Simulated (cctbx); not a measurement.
# Symmetry from intensities

Cell: a = 3.4560 Å, b = 3.4560 Å, c = 3.4560 Å, α = 90.00°, β = 90.00°, γ = 90.00°. Expected content of the cell: Mn1 Na1.

The data are simulated with cctbx, not measured: Mo Kα, λ = 0.71073 Å, to d = 0.65 Å, 70 % of the full sphere, strongest reflection 5000 counts, noise from counting, a 2 % proportional error and a noise floor of 15 counts (s.d.); no absorption.

A first pass over the reflections prints:

```text
436 reflections to d = 0.665 A
centring   violations  <I/sigma> of those
    A        211 of   211     16.0
    B        217 of   217     16.3
    C        218 of   218     16.1
    I        225 of   226      9.8
    R        288 of   288     15.9
    F        323 of   323     16.1
Laue class    unique    Rint  (classes that these axes allow; Friedel mates merged)
P -1              280   0.026
P 1 2/m 1         174   0.031
P 1 1 2/m         171   0.030
P 2/m 1 1         178   0.030
P m m m           113   0.033
P 4/m              91   0.033
P 4/m m m          66   0.034
R -3 :R           105   0.032
R -3 m :R          70   0.034
P m -3             40   0.035
P m -3 m           30   0.036
space group    extra absences  I>4sigma  <I/sigma>
P 4 3 2                 0          0         -  acentric
P -4 3 m                0          0         -  acentric
P m -3 m                0          0         -  centric
Wilson B = 0.77 A^2   <|E^2-1|> = 0.669 (0.968 centric, 0.736 acentric)   E^2>4: 0.0 %
shell (A)         n   <I/sigma>
 3.46 - 0.95     13     69.9
 0.95 - 0.76      8     62.8
 0.76 - 0.67      9     40.6
```

Q: Read the symmetry from these tables.

Every centring test has many violations, so the lattice is primitive.

Rint stays low (0.026 to 0.036) up to P m -3 m, the highest class in these axes.

3 settings pass the absence test. No glide or screw absences show, which leaves P 4 3 2, P -4 3 m and P m -3 m.

⟨|E²−1|⟩ = 0.669 leans to a non-centrosymmetric structure, or to twinning, which lowers it. Here that hint misleads: the statistic assumes many like atoms on general positions, and few, heavy or special-position atoms break it. The Wilson B of 0.77 Å² means U ≈ 0.0098 Å².

The true group is Pm-3m (no. 221), Laue class m-3m, centrosymmetric. The tables only narrow the choice to the tied entries; cell content, site symmetry and trial solutions must settle it.

This is a model crystal, built by substitution and not relaxed, with assumed displacement parameters.

[Logs are printed without paths, hosts, clocks, repeated set-up lines and the standing remarks that a program may print on its own settings, such as how far it seeks lower states.]
